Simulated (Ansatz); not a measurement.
# How fast states decay through CsK2BiF6, part 2 of 3

A new crystal, CsK2BiF6: structure, gap and complex bands. It is built by putting Bi for As, Cs for Li in the K2LiAsF6 structure of space group Fm-3m, with the volume rescaled by atomic radii. The parent structure comes from the Materials Project.

Ansatz 0.2.0; r2SCAN DFT, plane waves, PAW files (the session's first sound run).

So far, gap on path (eV): step 3 (band edges) 4.19.

The structure was built from a prototype and need not be the compound's stable phase.

### Step 4. Decaying states in the gap

This step: r2SCAN DFT, plane waves, PAW files; complex bands by layer matching along the plane's normal (Ansatz 0.2.0).

The same crystal is laid in a cell whose first two vectors span the (001) plane (indices of the standard conventional cell, whose axes can be ordered otherwise than in the bulk input). At fixed energy and wavevector in the plane the solver finds all kz, real and complex. A few wavevectors are listed, (0, 0) and (-0.5, 0) in units of the plane's reciprocal vectors; the slowest state needn't be among them.

input.yaml reads:

```yaml
crystal:
  lattice:
    - [7.089675038, 0.0, 0.0]
    - [0.0, 7.089675038, 0.0]
    - [3.544837519, 3.544837519, 5.013157296]
  atoms:
    - { symbol: K, position: [0.75, 0.25, 0.5] }
    - { symbol: K, position: [0.25, 0.75, 0.5] }
    - { symbol: Cs, position: [0.5, 0.5, 0.0] }
    - { symbol: Bi, position: [0.0, 0.0, 0.0] }
    - { symbol: F, position: [0.2240178415, 0.7759821585, 0.0] }
    - { symbol: F, position: [0.7759821585, 0.7759821585, 0.448035683] }
    - { symbol: F, position: [0.7759821585, 0.2240178415, 0.0] }
    - { symbol: F, position: [0.2240178415, 0.2240178415, 0.0] }
    - { symbol: F, position: [0.7759821585, 0.7759821585, 0.0] }
    - { symbol: F, position: [0.2240178415, 0.2240178415, 0.551964317] }
kpoints:
  mp_grid: { grid: [6, 6, 6] }
scf:
  occupations: { method: fixed }
hamiltonian:
  xc: r2scan
output:
  eigenvalues: true
  transmission:
    leads: [[0, 0]]
    kpoints: [[0.0, 0.0], [-0.5, 0.0]]
    e_range: [-1.0, 5.19]
    de: 0.12
```

Command:

```sh
> ansatz run input.yaml --threads 2 --pin off --max-ram 4096MiB --backend cpu --events-out ev --progress --plain --runs-dir out
```

Numbers of over 12 decimals in the logs are rounded to 6 here.

Output:

```text
[...]
Crystal: 10 atoms, lattice volume = 251.979 Å³
Basis set: ecut = 500 eV, 6375 PW (Γ), exchange–correlation on 216×216×216 points (64 copies of the dense FFT grid, shifted against one another)
Bands: 52, of which v1, the nominal top of the filled ones, is band 42 counted from 1 (41 counted from 0)
Symmetry: 48 space group operations
[...]
k-points: 16 of 216
[...]
SCF iter   1: F=—  HF=-26049.447189 eV  |F-HF|=—  |Δ(HF+E_count)|=         —  Δρ=7.37e-3  dr2=1.35e-1  dr2_τ=1.77e-1  ethr=1.77e-3  ⟨swp⟩=5.4  Hψ=2759  notcnv=0  defer=106
[...]
SCF iter   7: F=-26049.637036 eV  HF=-26049.637036 eV  |F-HF|=9.02e-9  |Δ(HF+E_count)|=   1.89e-7  Δρ=1.66e-6  dr2=5.99e-9  dr2_τ=1.02e-9  ethr=1.19e-10  ⟨swp⟩=16.5  Hψ=4223  notcnv=0
SCF 1 converged in 7 iterations: F = -26049.637036 eV  dr2 = 5.99e-9
[...]
transmission: 9 of 18 steps passed
transmission: 18 of 18 steps passed
SCF converged after 7 iterations
Free energy (F): -26049.637036 eV
[...]
Internal energy: -26049.637036 eV  (E = F + TS)
E sigma→0 (E₀):  -26049.637036 eV
Fermi energy:    2.112354 eV
[...]
--- Band table (eV; the first three rows and the last of 16) ---
  k-point 0: bands = [... 38 lower, -0.3393, -0.3393, -0.3393, 1.6668, 6.2995, 8.0122, 8.0122, 8.0122, ... 6 higher]
  k-point 1: bands = [... 38 lower, -0.3527, -0.3527, -0.3402, 1.7929, 6.4120, 8.0099, 8.0165, 8.0165, ... 6 higher]
  k-point 2: bands = [... 38 lower, -0.4081, -0.3913, -0.3420, 1.7855, 6.7642, 8.0280, 8.0280, 8.3094, ... 6 higher]
  k-point 15: bands = [... 38 lower, -0.4341, -0.3337, -0.2715, 1.8977, 7.1690, 7.4367, 7.8186, 8.5563, ... 6 higher]
--- Transmission ---
  basis      : 517 plane waves across, 9 finite elements along
  points     : 2, as listed
  energies   : 52 from -1.000000 to 5.120000 eV about the Fermi level, 0.120000 eV apart; the leads are filled to 2.093554 eV, and channels, transmission and decay are at 2.120000 eV
  crystal 0  : Cs1Bi1F6K2, at the sites [0, 0], period 5.0132 Å: whole cells are its period
    offset         : up to 0.0000 Å between an atom of the period and one for which it stands
    channels       : 0.000000e0 a spin
    conductance    : none, the energies end too early or step too widely for 300 K: set another output.transmission.e_range or a lower de, or, where they end at an eighth of basis.ecutwfc, a higher one
    slowest decay  : 0.3634 /Å at (0.0000, 0.0000)
```

Wall time 4.4 min (2 threads of AMD EPYC 7B13 (Zen 3), shared host); peak memory 2.8 GiB; 7.6 min of CPU time.

Numbers from this step:

```
level to which the leads are filled                       : 2.094 eV from the Fermi level
decay constant at the filling level, zone centre          : 0.3634 Å⁻¹
decay constant at the filling level, slowest listed point : 0.3634 Å⁻¹
```

K parallel (0, 0); values up to 1.5 1/Å, a degenerate pair printed once or twice; energies at which all values exceed this have no row. Im kz of the slowest decaying states against energy, zero at the highest filled level on the SCF mesh:

```csv
energy (eV),decay 1 (Å⁻¹),decay 2 (Å⁻¹),decay 3 (Å⁻¹),decay 4 (Å⁻¹)
-1.00,0.262,0.281,0.796,0.896
-0.64,0.171,0.189,0.821,0.840
-0.40,0.815,0.834,0.916,1.09
-0.04,0.196,0.788,0.847,0.920
0.20,0.250,0.771,0.853,0.920
0.56,0.296,0.746,0.858,0.918
0.80,0.316,0.729,0.860,0.914
1.16,0.338,0.701,0.860,0.906
1.40,0.348,0.681,0.858,0.899
1.76,0.358,0.649,0.854,0.886
2.12,0.363,0.613,0.847,0.871
2.36,0.364,0.586,0.841,0.860
2.72,0.362,0.542,0.830,0.840
2.96,0.357,0.508,0.821,0.826
3.32,0.346,0.449,0.802,0.806
3.56,0.335,0.400,0.778,0.784
3.92,0.290,0.314,0.722,0.755
4.16,0.0998,0.304,0.682,0.733
4.52,0.308,0.616,0.697,0.730
4.76,0.302,0.568,0.670,0.708
5.12,0.103,0.278,0.484,0.625
```

K parallel (-0.5, 0); values up to 1.5 1/Å, a degenerate pair printed once or twice; energies at which all values exceed this have no row. Im kz of the slowest decaying states against energy, zero at the highest filled level on the SCF mesh:

```
energy (eV)  decay 1 (Å⁻¹)  decay 2 (Å⁻¹)  decay 3 (Å⁻¹)  decay 4 (Å⁻¹)
     -1.000          0.407          0.754          0.771           1.17
     -0.520          0.278          0.810          0.814           1.05
     -0.040          0.833          0.844          0.980           1.13
      0.440          0.259          0.846          0.861          0.929
      1.040          0.325          0.853          0.869          0.872
      1.520          0.351          0.820          0.851          0.874
      2.000          0.364          0.767          0.845          0.871
      2.480          0.368          0.711          0.835          0.865
      2.960          0.364          0.647          0.820          0.856
      3.440          0.350          0.574          0.801          0.844
      4.040          0.312          0.457          0.771          0.826
      4.520          0.235          0.303          0.740          0.781
      5.000          0.227          0.702          0.704          0.759
```

At the listed wavevectors the last open channel is at -0.04 eV and the next at +4.28 eV on the grid. At +2.12 eV, the grid energy nearest the filling level (the middle of the gap on the SCF mesh), the slowest state at the listed wavevectors decays with κ = 0.363 Å⁻¹, its amplitude falling by e over 2.8 Å. Through 1 nm of this crystal that state's transmission falls by exp(−2 × 0.363 Å⁻¹ × 10 Å) = 7.0e-4.

### Step 5. Decay over the two-dimensional zone

The listed points could miss the slowest state, so one energy near mid-gap is solved on a mesh of 6×6.

input.yaml, as its differences from that of step 4:

```diff
@@ -24,6 +24,2 @@
   eigenvalues: true
-  transmission:
-    leads: [[0, 0]]
-    kpoints: [[0.0, 0.0], [-0.5, 0.0]]
-    e_range: [-1.0, 5.19]
-    de: 0.12
+  transmission: { leads: [[0, 0]], kmesh: [6, 6], e_range: [2.09, 2.1], de: 0.05 }
```

Output:

```text
[...]
Crystal: 10 atoms, lattice volume = 251.979 Å³
Basis set: ecut = 500 eV, 6375 PW (Γ), exchange–correlation on 216×216×216 points (64 copies of the dense FFT grid, shifted against one another)
Bands: 52, of which v1, the nominal top of the filled ones, is band 42 counted from 1 (41 counted from 0)
Symmetry: 48 space group operations
[...]
k-points: 16 of 216
[...]
SCF iter   1: F=—  HF=-26049.447189 eV  |F-HF|=—  |Δ(HF+E_count)|=         —  Δρ=7.37e-3  dr2=1.35e-1  dr2_τ=1.77e-1  ethr=1.77e-3  ⟨swp⟩=5.4  Hψ=2759  notcnv=0  defer=106
[...]
SCF iter   7: F=-26049.637036 eV  HF=-26049.637036 eV  |F-HF|=9.02e-9  |Δ(HF+E_count)|=   1.89e-7  Δρ=1.66e-6  dr2=5.99e-9  dr2_τ=1.02e-9  ethr=1.19e-10  ⟨swp⟩=16.5  Hψ=4223  notcnv=0
SCF 1 converged in 7 iterations: F = -26049.637036 eV  dr2 = 5.99e-9
[...]
transmission: 24 of 80 steps passed
transmission: 48 of 80 steps passed
transmission: 72 of 80 steps passed
transmission: 80 of 80 steps passed
SCF converged after 7 iterations
Free energy (F): -26049.637036 eV
[...]
Internal energy: -26049.637036 eV  (E = F + TS)
E sigma→0 (E₀):  -26049.637036 eV
Fermi energy:    2.112354 eV
[...]
--- Band table (eV; the first three rows and the last of 16) ---
  k-point 0: bands = [... 38 lower, -0.3393, -0.3393, -0.3393, 1.6668, 6.2995, 8.0122, 8.0122, 8.0122, ... 6 higher]
  k-point 1: bands = [... 38 lower, -0.3527, -0.3527, -0.3402, 1.7929, 6.4120, 8.0099, 8.0165, 8.0165, ... 6 higher]
  k-point 2: bands = [... 38 lower, -0.4081, -0.3913, -0.3420, 1.7855, 6.7642, 8.0280, 8.0280, 8.3094, ... 6 higher]
  k-point 15: bands = [... 38 lower, -0.4341, -0.3337, -0.2715, 1.8977, 7.1690, 7.4367, 7.8186, 8.5563, ... 6 higher]
--- Transmission ---
  basis      : 517 plane waves across, 8 finite elements along
  points     : 10, standing for a mesh of 6 x 6
  energies   : 1 from 2.090000 to 2.090000 eV about the Fermi level; the leads are filled to 2.093554 eV, and channels, transmission and decay are at 2.090000 eV
[...]
channels       : 0.000000e0 a spin
    conductance    : none, crystal 0 has no channel at the energies, or these end too early or step too widely for 300 K: set another output.transmission.e_range or a lower de, or, where they end at an eighth of basis.ecutwfc, a higher one
    slowest decay  : 0.3631 /Å at (0.0000, 0.0000)
```

Wall time 2.1 min (2 threads); peak memory 3 GiB.

Numbers from this step:

* least decay constant on the mesh: 0.3631 Å⁻¹

Slowest decay constant (1/Å; 0 where a channel is open) over k1 and k2. At 2.0900 eV from the Fermi level.

Ten even steps from '0' (0.3631) to '9' (0.3711):
```
863236
431013
220002
431013
863236
984248
```
Columns: k1 (b1) from -0.5 to 0.333; rows upwards: k2 (b2) from -0.5 to 0.333.

The least value on the mesh is 0.363 Å⁻¹ at +2.09 eV. At that energy the listed points give about 0.363 Å⁻¹ by interpolation, so the mesh holds no clearly slower state.

### Step 6. Band edges at another level, cutoff 420 eV

This step: LDA DFT, plane waves, PAW files (Ansatz 0.2.0).

The edges again with LDA, at the same atoms. Against that run the cutoff is 420 eV against 500.

input.yaml reads:

```yaml
crystal:
  lattice:
    - [0.0, 5.013157296, 5.013157296]
    - [5.013157296, 0.0, 5.013157296]
    - [5.013157296, 5.013157296, 0.0]
  atoms:
    - { symbol: K, position: [0.75, 0.75, 0.75] }
    - { symbol: K, position: [0.25, 0.25, 0.25] }
    - { symbol: Cs, position: [0.5, 0.5, 0.5] }
    - { symbol: Bi, position: [0.0, 0.0, 0.0] }
    - { symbol: F, position: [0.7759821585, 0.2240178415, 0.2240178415] }
    - { symbol: F, position: [0.2240178415, 0.2240178415, 0.7759821585] }
    - { symbol: F, position: [0.2240178415, 0.7759821585, 0.7759821585] }
    - { symbol: F, position: [0.2240178415, 0.7759821585, 0.2240178415] }
    - { symbol: F, position: [0.7759821585, 0.2240178415, 0.7759821585] }
    - { symbol: F, position: [0.7759821585, 0.7759821585, 0.2240178415] }
kpoints:
  mp_grid: { grid: [4, 4, 4] }
  band_path: { path: [VBM, CBM], npoints: 30 }
scf:
  occupations: { method: fixed }
hamiltonian:
  xc: lda
output:
  eigenvalues: true
```

Output:

```text
[...]
Crystal: 10 atoms, lattice volume = 251.979 Å³
Basis set: ecut = 420 eV, 4957 PW (Γ)
Bands: 52, of which v1, the nominal top of the filled ones, is band 42 counted from 1 (41 counted from 0)
Symmetry: 48 space group operations
[...]
k-points: 8 of 64
[...]
SCF iter   1: F=—  HF=-25353.599823 eV  |F-HF|=—  |Δ(HF+E_count)|=         —  Δρ=1.35e-2  dr2=3.57e-1  ethr=1.77e-3  ⟨swp⟩=5.6  Hψ=1398  notcnv=0  defer=44
[...]
SCF iter   7: F=-25353.506468 eV  HF=-25353.506468 eV  |F-HF|=2.11e-10  |Δ(HF+E_count)|=   2.95e-8  Δρ=2.40e-6  dr2=1.24e-8  ethr=1.19e-10  ⟨swp⟩=15.1  Hψ=1849  notcnv=0
SCF 1 converged in 7 iterations: F = -25353.506468 eV  dr2 = 1.24e-8
[...]
SCF converged after 7 iterations
Free energy (F): -25353.506468 eV
[...]
Internal energy: -25353.506468 eV  (E = F + TS)
E sigma→0 (E₀):  -25353.506468 eV
Fermi energy:    1.981496 eV
[...]
--- Band table (eV; the first three rows and the last of 8) ---
  k-point 0: bands = [... 38 lower, -0.2121, -0.2121, -0.2121, 1.4658, 5.4319, 7.2258, 7.2258, 7.2258, ... 6 higher]
  k-point 1: bands = [... 38 lower, -0.2373, -0.1991, -0.1991, 1.7383, 5.6256, 7.1432, 7.1432, 7.1771, ... 6 higher]
  k-point 2: bands = [... 38 lower, -0.2690, -0.0714, -0.0714, 1.9815, 5.9569, 6.7861, 7.0772, 7.0772, ... 6 higher]
  k-point 7: bands = [... 38 lower, -0.3409, -0.2421, -0.2421, 1.6743, 6.5861, 6.5861, 6.8576, 8.0074, ... 6 higher]
```

Elapsed: 12 s, on 2 threads; peak memory 0.62 GiB.

Numbers from this step:

- free energy: -25353.5065 eV
- Fermi energy: 1.981 eV
- gap on the k-mesh: 3.450 eV
- gap on path: 3.450 eV, by band count; negative where bands overlap
- direct gap on path: 3.886 eV

Electronic bands along the path, in eV, zero at the Fermi level (highest filled level under fixed occupations); v1 is the highest filled band, c1 the lowest empty one:

```
  point     v4     v3     v2     v1    c1    c2    c3    c4
    VBM  -2.25  -2.05  -2.05   0.00  3.98  4.80  5.10  5.10
halfway  -2.22  -2.18  -2.18  -0.24  3.64  5.16  5.16  5.20
    CBM  -2.19  -2.19  -2.19  -0.52  3.45  5.24  5.24  5.24
```

The searched edges give 3.45 eV, as on the mesh.

Between step 3 and this run (LDA and cutoff 420 eV) the value for the gap on path moves from 4.19 eV to 3.45 eV.

### Step 7. Complex bands at another level, cutoff 420 eV

This step: LDA DFT, plane waves, PAW files; complex bands by layer matching along the plane's normal (Ansatz 0.2.0).

The complex bands at that level, over its own gap, at (0, 0) and (-0.5, 0).

input.yaml reads:

```yaml
crystal:
  lattice:
    - [7.089675038, 0.0, 0.0]
    - [0.0, 7.089675038, 0.0]
    - [3.544837519, 3.544837519, 5.013157296]
  atoms:
    - { symbol: K, position: [0.75, 0.25, 0.5] }
    - { symbol: K, position: [0.25, 0.75, 0.5] }
    - { symbol: Cs, position: [0.5, 0.5, 0.0] }
    - { symbol: Bi, position: [0.0, 0.0, 0.0] }
    - { symbol: F, position: [0.2240178415, 0.7759821585, 0.0] }
    - { symbol: F, position: [0.7759821585, 0.7759821585, 0.448035683] }
    - { symbol: F, position: [0.7759821585, 0.2240178415, 0.0] }
    - { symbol: F, position: [0.2240178415, 0.2240178415, 0.0] }
    - { symbol: F, position: [0.7759821585, 0.7759821585, 0.0] }
    - { symbol: F, position: [0.2240178415, 0.2240178415, 0.551964317] }
kpoints:
  mp_grid: { grid: [6, 6, 6] }
scf:
  occupations: { method: fixed }
hamiltonian:
  xc: lda
output:
  eigenvalues: true
  transmission:
    leads: [[0, 0]]
    kpoints: [[0.0, 0.0], [-0.5, 0.0]]
    e_range: [-1.0, 4.45]
    de: 0.11
```

Output:

```text
[...]
Crystal: 10 atoms, lattice volume = 251.979 Å³
Basis set: ecut = 420 eV, 4957 PW (Γ)
Bands: 52, of which v1, the nominal top of the filled ones, is band 42 counted from 1 (41 counted from 0)
Symmetry: 48 space group operations
[...]
k-points: 16 of 216
[...]
SCF iter   1: F=—  HF=-25353.600136 eV  |F-HF|=—  |Δ(HF+E_count)|=         —  Δρ=1.35e-2  dr2=3.57e-1  ethr=1.77e-3  ⟨swp⟩=5.6  Hψ=2765  notcnv=0  defer=109
[...]
SCF iter   7: F=-25353.506546 eV  HF=-25353.506546 eV  |F-HF|=1.22e-9  |Δ(HF+E_count)|=   3.13e-8  Δρ=2.06e-6  dr2=9.37e-9  ethr=1.19e-10  ⟨swp⟩=15.9  Hψ=4075  notcnv=0
SCF 1 converged in 7 iterations: F = -25353.506546 eV  dr2 = 9.37e-9
[...]
transmission: 8 of 16 steps passed
transmission: 16 of 16 steps passed
SCF converged after 7 iterations
Free energy (F): -25353.506546 eV
[...]
Internal energy: -25353.506546 eV  (E = F + TS)
E sigma→0 (E₀):  -25353.506546 eV
Fermi energy:    1.981501 eV
[...]
--- Band table (eV; the first three rows and the last of 16) ---
  k-point 0: bands = [... 38 lower, -0.2120, -0.2120, -0.2120, 1.4658, 5.4319, 7.2258, 7.2258, 7.2258, ... 6 higher]
  k-point 1: bands = [... 38 lower, -0.2274, -0.2274, -0.2129, 1.6172, 5.5487, 7.2073, 7.2317, 7.2317, ... 6 higher]
  k-point 2: bands = [... 38 lower, -0.2892, -0.2892, -0.2150, 1.6254, 5.9194, 7.2472, 7.2472, 7.4224, ... 6 higher]
  k-point 15: bands = [... 38 lower, -0.3200, -0.2203, -0.1715, 1.7530, 6.3370, 6.6074, 7.0228, 7.7092, ... 6 higher]
--- Transmission ---
  basis      : 437 plane waves across, 8 finite elements along
  points     : 2, as listed
[...]
channels       : 0.000000e0 a spin
[...]
slowest decay  : 0.3366 /Å at (0.0000, 0.0000)
```

Run time: 2.8 min. Hardware: 2 threads; peak memory 1.8 GiB.

Numbers from this step:

```yaml
fermi_energy: 1.982 eV
level_to_which_the_leads_are_filled: 1.725 eV from the Fermi level
decay_constant_at_the_filling_level_zone_centre: 0.3366 Å⁻¹
decay_constant_at_the_filling_level_slowest_listed_point: 0.3366 Å⁻¹
```

K parallel (0, 0); values up to 1.5 1/Å, a degenerate pair printed once or twice; energies at which all values exceed this have no row. Table of Im kz of the slowest decaying states by energy, zero at the highest filled level on the SCF mesh:

```
energy (eV)  decay 1 (Å⁻¹)  decay 2 (Å⁻¹)  decay 3 (Å⁻¹)  decay 4 (Å⁻¹)
    -1.0000          0.248          0.256          0.757          0.849
    -0.7800          0.198          0.202          0.777          0.842
    -0.4500          0.775          0.800          0.874           1.01
    -0.2300          0.117          0.752          0.810          0.878
    -0.0100          0.201          0.733          0.818          0.881
     0.2100          0.244          0.715          0.824          0.881
     0.5400          0.283          0.688          0.830          0.879
     0.7600          0.300          0.669          0.831          0.876
     0.9800          0.313          0.649          0.831          0.871
     1.2000          0.323          0.628          0.830          0.865
     1.5300          0.333          0.593          0.826          0.854
     1.7500          0.337          0.568          0.822          0.845
     1.9700          0.338          0.541          0.817          0.835
     2.3000          0.336          0.494          0.807          0.818
     2.5200          0.332          0.458          0.800          0.805
     2.7400          0.325          0.416          0.790          0.791
     2.9600          0.316          0.363          0.775          0.780
     3.2900          0.231          0.301          0.739          0.749
     3.5100          0.299          0.698          0.730          0.748
     3.7300          0.304          0.655          0.710          0.732
     3.9500          0.303          0.609          0.687          0.714
     4.2800          0.288          0.532          0.649          0.682
```

(Part 2 of 3 ends here.)

[Logs are printed without paths, hosts, clocks, repeated set-up lines and the standing remarks that a program may print on its own settings, such as how far it seeks lower states.]

[Hosts, paths, dates, database ids (printed as entryN), source tags and the programs' standing remarks are cut or masked in the printed files.]

[New means built here by substitution; the compound itself may be known and measured.]
